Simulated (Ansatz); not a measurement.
# BaLi2Br4: complex band structure

A new crystal, BaLi2Br4: structure, gap and complex bands. It is built by putting Ba for Mg in the Li2MgBr4 structure of space group Cmmm, with the volume rescaled by atomic radii. The parent structure comes from the Materials Project.

Method: r2SCAN DFT, plane waves, PAW files, in the first sound run; inputs show where later runs differ, in Ansatz 0.2.0.

The structure was built from a prototype and need not be the compound's stable phase.

**1. The starting structure**

Symmetry: Cmmm, No. 65, orthorhombic system. Conventional cell: a = 8.198 Å, b = 11.587 Å, c = 4.088 Å, α = 90.00°, β = 90.00°, γ = 90.00°. Nearest to Li lie 6 Br at 2.90 Å. Nearest to Ba lie 6 Br at 2.82 to 2.84 Å. Nearest to Br lie 2 Ba at 2.84 Å and 2 Li at 2.90 Å. Nearest to Br lie 1 Ba at 2.82 Å and 4 Li at 2.90 Å. It derives from Li2MgBr4. Ba for Mg in the Li2MgBr4 structure of space group Cmmm. Farther neighbours and most contacts between anions are not listed.

**2. Relaxing the new crystal**

The substituted atoms don't fit the parent's cell, so cell and atoms relax together. A small smearing keeps the run stable in case the gap closes on the way.

input.yaml reads:

```yaml
crystal:
  lattice:
    - [4.098983054, -5.7935485093, 0.0]
    - [4.098983054, 5.7935485093, 0.0]
    - [0.0, 0.0, 4.0876030139]
  atoms:
    - { symbol: Li, position: [0.0, 0.5, 0.5] }
    - { symbol: Li, position: [0.5, 0.0, 0.5] }
    - { symbol: Ba, position: [0.0, 0.0, 0.0] }
    - { symbol: Br, position: [0.23976181, 0.23976181, 0.5] }
    - { symbol: Br, position: [0.76023819, 0.76023819, 0.5] }
    - { symbol: Br, position: [0.75650651, 0.24349349, 0.0] }
    - { symbol: Br, position: [0.24349349, 0.75650651, 0.0] }
kpoints:
  mp_grid: { grid: [4, 4, 6] }
scf:
  occupations: { method: gaussian, width: 0.03 }
hamiltonian:
  xc: r2scan
output:
  forces: true
  stress: true
relax:
  f_tol: 0.02
  max_steps: 60
  cell: {}
```

The run is started by

```sh
$ ansatz run input.yaml --threads 2 --pin off --max-ram 4096MiB --backend cpu --events-out ev --progress --plain --runs-dir out
```

Numbers of over 12 decimals in the logs are rounded to 6 here.

Log:

```text
Engine: ansatz 0.2.0, x86_64-unknown-linux-gnu
Pseudopotentials: kind: paw
Pseudopotential: Li, paw, valence charge 3, recommended cutoff 500 eV (meta_gga), Li.paw.azcp
Pseudopotential: Ba, paw, valence charge 10, recommended cutoff 500 eV (meta_gga), Ba.paw.azcp
Pseudopotential: Br, paw, valence charge 7, recommended cutoff 500 eV (meta_gga), Br.paw.azcp
Functional definition: r2SCAN
  parameter k0 = 0.174
  parameter k1 = 0.065
  parameter a1 = 4.9479
  exchange = r2scan_x(k0 = k0, k1 = k1, a1 = a1)
  correlation = r2scan_c
Crystal: 7 atoms, lattice volume = 194.142 Å³
Basis set: ecut = 500 eV, 4925 PW (Γ), exchange–correlation on 216×216×120 points (64 copies of the dense FFT grid, shifted against one another)
Bands: 29, of which v1, the nominal top of the filled ones, is band 22 counted from 1 (21 counted from 0)
Symmetry: 8 space group operations
Space group: Cmmm (ITA 65), of the structure as read, at distance tolerance 5.8e-5 Å
k-points: 28 of 96
Non-local potential: Li, projectors of the file, l = 0: 3, l = 1: 2, l = 2: 1
Non-local potential: Ba, projectors of the file, l = 0: 3, l = 1: 2, l = 2: 2, l = 3: 2
Non-local potential: Br, projectors of the file, l = 0: 2, l = 1: 2, l = 2: 2
PAW form: soft (Blöchl's): semilocal exchange-correlation on the pseudo side does not see the compensation charge
PAW frozen core: Ba, regenerated for the run's functional (the file was generated under x = pbe(κ = 0.804, μ = 0.219515), c = pbe(β = 0.066725))
PAW frozen core: Br, regenerated for the run's functional (the file was generated under x = pbe(κ = 0.804, μ = 0.219515), c = pbe(β = 0.066725))
PAW one-centre angular grid: Li, 302 points (default); XC on 327 of its mesh's 2665 points in the sphere
PAW one-centre angular grid: Ba, 302 points (default); XC on 160 Gauss nodes
PAW one-centre angular grid: Br, 302 points (default); XC on 160 Gauss nodes
Initial density: superposition of atomic densities (neutral atoms: chi_scale 0, normalization atom), corrected by the library's trained network
Initial wavefunctions: pseudopotential atomic-orbital guess
Functional: x = r2scan, c = r2scan; τ floored in thin density (d = 2e-4 eV/Å³)
SCF iter   1: F=—  HF=-17557.770676 eV  |F-HF|=—  |Δ(HF+E_count)|=         —  Δρ=2.67e-3  dr2=2.54e-2  dr2_τ=2.68e-2  ethr=1.77e-3  ⟨swp⟩=10.2  Hψ=5299  notcnv=0
preconditioner: auto → Resta (q_TF=auto, 2.130 Å⁻¹)  ε∞=2.8  [insulator: Δε(μ)=4.979 eV  Ē_g=12.349 eV  σ=0.030 eV  W_gap=1.00  n_scr=30 (ndim 8)  ℏωp=16.4 eV  f_vac=0.034  D(μ)=0.00/eV (n_scr^D=0)  ε∞_Penn≈2.8]
SCF iter   2: F=—  HF=-17557.903448 eV  |F-HF|=—  |Δ(HF+E_count)|=   1.33e-1  Δρ=1.39e-3  dr2=4.40e-3  dr2_τ=3.23e-4  ethr=5.76e-5  ⟨swp⟩=3.1  Hψ=1889  notcnv=0  defer=49
SCF iter   3: F=—  HF=-17557.904333 eV  |F-HF|=—  |Δ(HF+E_count)|=   8.85e-4  Δρ=4.22e-4  dr2=4.86e-4  dr2_τ=2.18e-5  ethr=1.00e-5  ⟨swp⟩=2.0  Hψ=1470  notcnv=0  defer=21
automatic band count: iteration 3 solves 28 bands in place of 29: the levels show a gap, and the empty bands left out lie too high to hold charge; the band table lists the bands solved (type scf.n_extra_bands for more)
SCF iter   4: F=—  HF=-17557.904454 eV  |F-HF|=—  |Δ(HF+E_count)|=   1.21e-4  Δρ=8.70e-5  dr2=2.76e-5  dr2_τ=8.22e-7  ethr=1.11e-6  ⟨swp⟩=2.3  Hψ=1196  notcnv=0  defer=21
SCF iter   5: F=—  HF=-17557.904325 eV  |F-HF|=—  |Δ(HF+E_count)|=   1.30e-4  Δρ=1.77e-5  dr2=1.68e-6  dr2_τ=5.32e-8  ethr=6.27e-8  ⟨swp⟩=3.0  Hψ=1462  notcnv=0  defer=21
SCF iter   6: F=-17557.904325 eV  HF=-17557.904325 eV  |F-HF|=3.35e-8  |Δ(HF+E_count)|=   4.20e-7  Δρ=3.69e-6  dr2=5.45e-8  dr2_τ=3.30e-9  ethr=2.27e-10  ⟨swp⟩=4.0  Hψ=3732  notcnv=0
SCF 1 converged in 6 iterations: F = -17557.904325 eV  dr2 = 5.45e-8
  greatest PAW one-centre occupation: 0.999 electrons in one spin orbital (limit 2), on the Li atom at site 1 (counted from 0), in its partial waves of l = 0
relax step   1: F+E_penalty+E_count = -17557.90432518 eV  Δ(F+E_penalty+E_count) = +0.000e0 eV  max|allowed force component| = 2.656e0 eV/Å  Δτ_max = 0.0000 Å  P = +8.839 GPa  Ω = 194.142 Å³  (6 SCF iters, dr2 threshold 1.00e-7 eV, accepted)
Crystal: 7 atoms, lattice volume = 206.722 Å³
Basis set: ecut = 500 eV, 5257 PW (Γ), exchange–correlation on 216×216×120 points (64 copies of the dense FFT grid, shifted against one another)
Initial density: handed on by an earlier stage of this run
Initial wavefunctions: those handed on with the density
iter 1 solved again at ethr=5.98e-4 eV; its pass at ethr=3.10e-3 eV (dr2=2.63e-1 eV) is discarded
SCF iter   1: F=—  HF=-17559.000186 eV  |F-HF|=—  |Δ(HF+E_count)|=         —  Δρ=5.53e-3  dr2=2.67e-1  dr2_τ=1.06e0  ethr=5.98e-4  ⟨swp⟩=1.0  Hψ=4571  notcnv=0
automatic band count: iteration 1 solves 26 bands in place of 29: the levels show a gap, and the empty bands left out lie too high to hold charge; the band table lists the bands solved (type scf.n_extra_bands for more)
preconditioner: auto → Resta (q_TF=auto, 2.108 Å⁻¹)  ε∞=3.0  [insulator: Δε(μ)=4.556 eV  Ē_g=11.264 eV  σ=0.030 eV  W_gap=1.00  n_scr=30 (ndim 8)  ℏωp=15.9 eV  f_vac=0.015  D(μ)=0.00/eV (n_scr^D=0)  ε∞_Penn≈3.0]
SCF iter   2: F=—  HF=-17559.345666 eV  |F-HF|=—  |Δ(HF+E_count)|=   3.45e-1  Δρ=2.32e-3  dr2=2.64e-2  dr2_τ=1.04e-3  ethr=5.98e-4  ⟨swp⟩=3.3  Hψ=1488  notcnv=0
SCF iter   3: F=—  HF=-17559.339469 eV  |F-HF|=—  |Δ(HF+E_count)|=   6.20e-3  Δρ=9.95e-4  dr2=5.37e-3  dr2_τ=1.35e-4  ethr=6.00e-5  ⟨swp⟩=3.2  Hψ=1374  notcnv=0
SCF iter   4: F=—  HF=-17559.337848 eV  |F-HF|=—  |Δ(HF+E_count)|=   1.62e-3  Δρ=2.18e-4  dr2=2.19e-4  dr2_τ=2.97e-6  ethr=1.22e-5  ⟨swp⟩=3.2  Hψ=1413  notcnv=0
SCF iter   5: F=—  HF=-17559.337716 eV  |F-HF|=—  |Δ(HF+E_count)|=   1.32e-4  Δρ=4.76e-5  dr2=1.16e-5  dr2_τ=1.97e-7  ethr=4.98e-7  ⟨swp⟩=2.0  Hψ=1220  notcnv=0
SCF iter   6: F=-17559.337719 eV  HF=-17559.337718 eV  |F-HF|=1.15e-7  |Δ(HF+E_count)|=   2.17e-6  Δρ=1.06e-5  dr2=3.89e-7  dr2_τ=3.00e-8  ethr=1.59e-9  ⟨swp⟩=4.0  Hψ=3601  notcnv=0
SCF 2 converged in 6 iterations: F = -17559.337719 eV  dr2 = 3.89e-7
relax step   2: F+E_penalty+E_count = -17559.33771860 eV  Δ(F+E_penalty+E_count) = -1.433e0 eV  max|allowed force component| = 6.462e-1 eV/Å  Δτ_max = 0.1950 Å  P = +1.947 GPa  Ω = 206.722 Å³  energy of the carried Pulay correction = -1.441e-3 eV  (6 SCF iters, dr2 threshold 7.00e-7 eV, accepted)
Crystal: 7 atoms, lattice volume = 210.452 Å³
Basis set: ecut = 500 eV, 5341 PW (Γ), exchange–correlation on 216×216×120 points (64 copies of the dense FFT grid, shifted against one another)
iter 1 solved again at ethr=3.60e-5 eV; its pass at ethr=3.10e-3 eV (dr2=1.59e-2 eV) is discarded
[...]
SCF iter   2: F=—  HF=-17559.468429 eV  |F-HF|=—  |Δ(HF+E_count)|=   1.69e-2  Δρ=6.92e-4  dr2=2.79e-3  dr2_τ=6.72e-5  ethr=3.60e-5  ⟨swp⟩=3.0  Hψ=1491  notcnv=0
SCF iter   3: F=—  HF=-17559.467783 eV  |F-HF|=—  |Δ(HF+E_count)|=   6.46e-4  Δρ=2.20e-4  dr2=2.07e-4  dr2_τ=8.38e-6  ethr=6.34e-6  ⟨swp⟩=2.8  Hψ=1302  notcnv=0
SCF iter   4: F=—  HF=-17559.467652 eV  |F-HF|=—  |Δ(HF+E_count)|=   1.31e-4  Δρ=5.59e-5  dr2=1.65e-5  dr2_τ=4.02e-7  ethr=4.71e-7  ⟨swp⟩=2.0  Hψ=1127  notcnv=0
SCF iter   5: F=—  HF=-17559.467654 eV  |F-HF|=—  |Δ(HF+E_count)|=   1.86e-6  Δρ=1.59e-5  dr2=1.14e-6  dr2_τ=3.96e-8  ethr=3.75e-8  ⟨swp⟩=2.3  Hψ=1191  notcnv=0
SCF iter   6: F=-17559.467655 eV  HF=-17559.467655 eV  |F-HF|=2.11e-8  |Δ(HF+E_count)|=   2.37e-7  Δρ=3.25e-6  dr2=3.72e-8  dr2_τ=2.25e-9  ethr=1.59e-9  ⟨swp⟩=5.0  Hψ=2895  notcnv=0
SCF 3 converged in 6 iterations: F = -17559.467655 eV  dr2 = 3.72e-8
relax step   3: F+E_penalty+E_count = -17559.46765454 eV  Δ(F+E_penalty+E_count) = -1.299e-1 eV  max|allowed force component| = 1.545e-1 eV/Å  Δτ_max = 0.0649 Å  P = +0.638 GPa  Ω = 210.452 Å³  energy of the carried Pulay correction = -1.851e-3 eV  (6 SCF iters, dr2 threshold 7.00e-7 eV, accepted)
[...]
relax step   4: F+E_penalty+E_count = -17559.49603283 eV  Δ(F+E_penalty+E_count) = -2.838e-2 eV  max|allowed force component| = 2.139e-2 eV/Å  Δτ_max = 0.0287 Å  P = +0.018 GPa  Ω = 214.239 Å³  energy of the carried Pulay correction = -2.260e-3 eV  (5 SCF iters, dr2 threshold 7.00e-7 eV, accepted)
[...]
relax step   5: F+E_penalty+E_count = -17559.49929034 eV  Δ(F+E_penalty+E_count) = -3.258e-3 eV  max|allowed force component| = 1.851e-2 eV/Å  Δτ_max = 0.0259 Å  P = -0.030 GPa  Ω = 213.852 Å³  energy of the carried Pulay correction = -2.219e-3 eV  (5 SCF iters, dr2 threshold 1.06e-7 eV, accepted)
[...]
relax step   6: F+E_penalty+E_count = -17559.50039142 eV  Δ(F+E_penalty+E_count) = -1.101e-3 eV  max|allowed force component| = 1.961e-2 eV/Å  Δτ_max = 0.0146 Å  P = -0.030 GPa  Ω = 213.911 Å³  energy of the carried Pulay correction = -2.225e-3 eV  (5 SCF iters, dr2 threshold 7.27e-8 eV, accepted)
[...]
relax step   7: F+E_penalty+E_count = -17559.50077066 eV  Δ(F+E_penalty+E_count) = -3.792e-4 eV  max|allowed force component| = 6.063e-3 eV/Å  Δτ_max = 0.0060 Å  P = -0.011 GPa  Ω = 213.769 Å³  energy of the carried Pulay correction = -2.210e-3 eV  (5 SCF iters, dr2 threshold 4.45e-8 eV, accepted)
Basis set: ecut = 500 eV, 5391 PW (Γ), exchange–correlation on 216×216×144 points (64 copies of the dense FFT grid, shifted against one another)
Initial wavefunctions: pseudopotential atomic-orbital guess (no wavefunctions were taken with the density)
iter 1 solved again at ethr=3.41e-6 eV; its pass at ethr=3.10e-3 eV (dr2=1.50e-3 eV) is discarded
SCF iter   1: F=—  HF=-17559.502728 eV  |F-HF|=—  |Δ(HF+E_count)|=         —  Δρ=1.16e-4  dr2=1.14e-6  dr2_τ=6.65e-6  ethr=3.41e-6  ⟨swp⟩=3.0  Hψ=7152  notcnv=0
eigensolver tolerance schedule: the retry pair's looser diagonalisation over-reported the residual by 1319.03 of it (diagonalisation noise at an unbounded share of the residual, at the tolerance the schedule requests for it); recorded, not acted on — ethr = c·dr2/N_el stays at c = 1.0e-1
preconditioner: auto → Resta (q_TF=auto, 2.096 Å⁻¹)  ε∞=2.8  [insulator: Δε(μ)=4.611 eV  Ē_g=11.821 eV  σ=0.030 eV  W_gap=1.00  n_scr=34 (ndim 8)  ℏωp=15.7 eV  f_vac=0.013  D(μ)=0.00/eV (n_scr^D=0)  ε∞_Penn≈2.8]
SCF iter   2: F=—  HF=-17559.502871 eV  |F-HF|=—  |Δ(HF+E_count)|=   1.44e-4  Δρ=5.93e-5  dr2=3.51e-7  dr2_τ=4.00e-6  ethr=2.59e-9  ⟨swp⟩=3.0  Hψ=1890  notcnv=0
SCF iter   3: F=—  HF=-17559.502897 eV  |F-HF|=—  |Δ(HF+E_count)|=   2.60e-5  Δρ=7.96e-6  dr2=8.78e-8  dr2_τ=6.40e-8  ethr=7.99e-10  ⟨swp⟩=2.0  Hψ=1428  notcnv=0
SCF iter   4: F=—  HF=-17559.502898 eV  |F-HF|=—  |Δ(HF+E_count)|=   3.45e-7  Δρ=2.50e-6  dr2=2.19e-8  dr2_τ=2.47e-9  ethr=1.99e-10  ⟨swp⟩=2.1  Hψ=1176  notcnv=0
SCF iter   5: F=—  HF=-17559.502898 eV  |F-HF|=—  |Δ(HF+E_count)|=   4.52e-9  Δρ=4.36e-7  dr2=9.24e-10  dr2_τ=2.29e-11  ethr=4.98e-11  ⟨swp⟩=2.0  Hψ=1160  notcnv=0
SCF iter   6: F=-17559.502898 eV  HF=-17559.502898 eV  |F-HF|=1.09e-11  |Δ(HF+E_count)|=  1.24e-10  Δρ=8.86e-8  dr2=3.69e-11  dr2_τ=5.46e-12  ethr=1.00e-12  ⟨swp⟩=3.9  Hψ=3610  notcnv=0
SCF 8 converged in 6 iterations: F = -17559.502898 eV  dr2 = 3.69e-11
relax step   8: F+E_penalty+E_count = -17559.50289783 eV  Δ(F+E_penalty+E_count) = -2.127e-3 eV  max|allowed force component| = 6.242e-3 eV/Å  Δτ_max = 0.0000 Å  P = -0.013 GPa  Ω = 213.769 Å³  stress off target by 3.12e-2 GPa  SCF on the basis re-selected at this cell (its energy is not comparable with the rows above)  (6 SCF iters)
basis re-selected at this cell: Δ(F+E_penalty+E_count) = -2.127e-3 eV, ΔP = -0.002 GPa vs the last step (what re-selecting the basis moved, of the pressure what is left beyond the Pulay correction that the steps carried, after the strain that the cell walked since its last selection, with what the two solves' SCF thresholds leave and, on support functions, any second-order correction that the steps lacked; it is no measure of the basis error at this ecutwfc). The dense FFT grid was sized anew with the basis: this SCF ran on 54×54×36 points, the steps before it on 54×54×30, so part of this shift can come from that change (see relax.cell in the input reference). [rest of the remark cut]
SCF converged after 6 iterations
Free energy (F): -17559.502898 eV
Harris-Foulkes:  -17559.502898 eV  (|F-HF|=1.09e-11)
Internal energy: -17559.502898 eV  (E = F + TS)
E sigma→0 (E₀):  -17559.502898 eV
Fermi energy:    3.879839 eV
--- Per-component energies (eV) ---
  E_band       = -365.813975
  E_kinetic    = 748.722970
  E_local      = -1543.068310  (includes V_loc(G=0)·N_el)
  E_nonlocal   = 268.786220
  E_hartree    = 437.961686
  E_xc         = -1183.330126
  E_vxc        = -638.956575  (∫ρ·V_xc dr)
  E_paw        = -14376.067701  (= ΣΔE_a)
  E_vpaw       = -109.928440  (= ΣTr[D̂ρ^β])
  E_aug_tail   = -0.000199  (compensation charges beyond the density's cutoff)
  E_vtau       = 32.707016  (kinetic-family band-sum trace: ∫τ·v_τ [+ j·A + Jᵃ·Aᵃ] dr)
  E_ewald      = -1911.945078
  E_core_change = -0.562359  (= ΣΔE_core)
  E_smearing   = -0.000000  (= −TS)
  E_closure    = -0.000000  (closes the sum)
  Σ components = -17559.502898   (vs F -17559.502898, Δ=0.00e0)
--- Forces (eV/Å), atoms counted from 1 ---
  atom   1  Li    -0.00000000    -0.00000000     0.00000000
  atom   2  Li     0.00000000     0.00000000     0.00000000
  atom   3  Ba     0.00000000     0.00000000     0.00000000
  atom   4  Br    -0.00624230     0.00000000     0.00000000
  atom   5  Br     0.00624230    -0.00000000    -0.00000000
  atom   6  Br     0.00000000    -0.00155199     0.00000000
  atom   7  Br     0.00000000     0.00155199    -0.00000000
  max |Σ_I F_I| component: 2.17e-19 eV/Å
--- Stress (GPa, compression-positive) ---
       -0.031233       0.000000       0.000000
        0.000000      -0.006934      -0.000000
        0.000000      -0.000000      -0.001722
  P = ⅓ Tr σ = -0.0133 GPa (-0.133 kbar)
--- Relaxed structure (7 steps of the walk, 7 accepted, 1 SCFs on fresh bases) ---
  F+E_penalty+E_count = -17559.50289783 eV   max|allowed force component| = 6.242e-3 eV/Å   (the final SCF, on the basis selected at the relaxed cell)
  cell:  # Å, volume = 213.7691 Å³
    - [4.065740, -5.849027, 0.0]
    - [4.065740, 5.849027, 0.0]
    - [0.0, 0.0, 4.494606]
  atoms:
    - { symbol: Li, position: [2.7755575615628914e-17, 0.5, 0.5] }
    - { symbol: Li, position: [0.5, 2.7755575615628914e-17, 0.5] }
    - { symbol: Ba, position: [2.566485521204685e-19, -2.566485521204703e-19, 0.0] }
    - { symbol: Br, position: [0.268789, 0.268789, 0.5] }
    - { symbol: Br, position: [0.731211, 0.731211, 0.5] }
    - { symbol: Br, position: [0.732843, 0.267157, 0.0] }
    - { symbol: Br, position: [0.267157, 0.732843, 0.0] }
```

Run time: 26 s. Hardware: 2 threads of AMD EPYC 9R45, shared host; peak memory 1.1 GiB.

Relaxation path:

```
step  energy less that of the first step (eV)  largest force component (eV/Å)  pressure (GPa)  volume (Å³)
   1                                   0.0000                          2.6564            8.84       194.14
   2                                  -1.4334                          0.6462            1.95       206.72
   3                                  -1.5633                          0.1545            0.64       210.45
   4                                  -1.5917                          0.0214            0.02       214.24
   5                                  -1.5950                          0.0185           -0.03       213.85
   6                                  -1.5961                          0.0196           -0.03       213.91
   7                                  -1.5964                          0.0061           -0.01       213.77
  8*                                  -1.5986                          0.0062           -0.01       213.77
```

Relaxation steps marked * repeat the geometry before them on a plane-wave basis chosen anew for their cell, so energy and pressure can jump there.

The run keeps the 8 symmetry operations that it works with, so distortions that break them were not tested.

```
conventional cell, symmetrised  before   after   change
                         a (Å)   8.198   8.131   -0.8 %
                         b (Å)  11.587  11.698   +1.0 %
                         c (Å)   4.088   4.495  +10.0 %
              volume (Å³/atom)   27.73   30.54  +10.1 %
```

The atoms that moved most (Å, as changes of fractional coordinates times the final cell):

```
atom      dx      dy     dz  length
 Br7   0.000  -0.277  0.000   0.277
 Br6   0.000   0.277  0.000   0.277
 Br4   0.236   0.000  0.000   0.236
 Br5  -0.236   0.000  0.000   0.236
```

This step gave:

- free energy: -17559.5029 eV
- Fermi energy: 3.880 eV
- pressure: -0.01330 GPa

The largest force component on a free atom ends at 0.0062 eV/Å.

**3. The bulk crystal and its band edges**

The energy window and the wavevectors of the next steps follow from the band edges, so these are searched first, off the mesh as well.

input.yaml reads:

```yaml
crystal:
  lattice:
    - [4.0657401307, -5.849027042, 0.0]
    - [4.0657401307, 5.849027042, 0.0]
    - [0.0, 0.0, 4.4946061014]
  atoms:
    - { symbol: Li, position: [0.0, 0.5, 0.5] }
    - { symbol: Li, position: [0.5, 0.0, 0.5] }
    - { symbol: Ba, position: [0.0, 0.0, 0.0] }
    - { symbol: Br, position: [0.2687889245, 0.2687889245, 0.5] }
    - { symbol: Br, position: [0.7312110755, 0.7312110755, 0.5] }
    - { symbol: Br, position: [0.7328433879, 0.2671566121, 0.0] }
    - { symbol: Br, position: [0.2671566121, 0.7328433879, 0.0] }
kpoints:
  mp_grid: { grid: [4, 4, 6] }
  band_path: { path: [VBM, CBM], npoints: 30 }
scf:
  occupations: { method: fixed }
hamiltonian:
  xc: r2scan
output:
  eigenvalues: true
  write_potential: true
  write_density: true
  volumetric_format: npy
```

Log:

```text
[...]
Crystal: 7 atoms, lattice volume = 213.769 Å³
Basis set: ecut = 500 eV, 5391 PW (Γ), exchange–correlation on 216×216×144 points (64 copies of the dense FFT grid, shifted against one another)
Bands: 29, of which v1, the nominal top of the filled ones, is band 22 counted from 1 (21 counted from 0)
Symmetry: 8 space group operations
[...]
k-points: 28 of 96
[...]
SCF iter   1: F=—  HF=-17559.423433 eV  |F-HF|=—  |Δ(HF+E_count)|=         —  Δρ=2.71e-3  dr2=3.58e-2  dr2_τ=1.25e-2  ethr=1.77e-3  ⟨swp⟩=5.2  Hψ=3636  notcnv=0  defer=115
[...]
SCF iter   6: F=-17559.502898 eV  HF=-17559.502898 eV  |F-HF|=9.97e-10  |Δ(HF+E_count)|=   1.19e-7  Δρ=3.30e-6  dr2=3.84e-8  dr2_τ=3.46e-9  ethr=2.27e-10  ⟨swp⟩=15.4  Hψ=5112  notcnv=0
SCF 1 converged in 6 iterations: F = -17559.502898 eV  dr2 = 3.84e-8
[...]
NSCF: frozen V_eff on 52 k-points
[...]
SCF converged after 6 iterations
Free energy (F): -17559.502898 eV
[...]
Internal energy: -17559.502898 eV  (E = F + TS)
E sigma→0 (E₀):  -17559.502898 eV
Fermi energy:    1.573922 eV
[...]
--- Band table (eV; the first three rows and the last of 28) ---
  k-point 0: bands = [... 18 lower, 1.0508, 1.2874, 1.4011, 1.5739, 6.1858, 6.7035, 7.1622, 8.1805, ... 3 higher]
  k-point 1: bands = [... 18 lower, 1.0837, 1.1477, 1.3131, 1.5051, 6.6977, 7.0821, 7.3444, 8.2699, ... 3 higher]
  k-point 2: bands = [... 18 lower, 0.9369, 1.1058, 1.2372, 1.3377, 7.3490, 7.7612, 8.0452, 8.0527, ... 3 higher]
  k-point 27: bands = [... 18 lower, 1.1195, 1.1237, 1.1518, 1.2485, 6.8032, 6.9856, 7.6738, 7.8007, ... 3 higher]
```

Elapsed: 11 s, on 2 threads; peak memory 0.95 GiB; 21 s of CPU time.

Numbers from this step:

```
Fermi energy        : 1.574 eV
gap on the k-mesh   : 4.612 eV
gap on path         : 4.612 eV, by band count; negative where bands overlap
direct gap on path  : 4.612 eV
edge places on path : 0, 0 1/A along the path
```

Levels at VBM (eV): -2.38, -1.98, -1.77, -1.12, -1.00, -0.83, -0.70, -0.58, -0.52, -0.29, -0.17, 0.00, 4.61, 5.13, 5.59, 6.61, 6.76, 6.89, 7.56.

The searched edges give 4.61 eV, as on the mesh.

[end of part 1 of 3]

[Logs are printed without paths, hosts, clocks, repeated set-up lines and the standing remarks that a program may print on its own settings, such as how far it seeks lower states.]

[Hosts, paths, dates, database ids (printed as entryN), source tags and the programs' standing remarks are cut or masked in the printed files.]
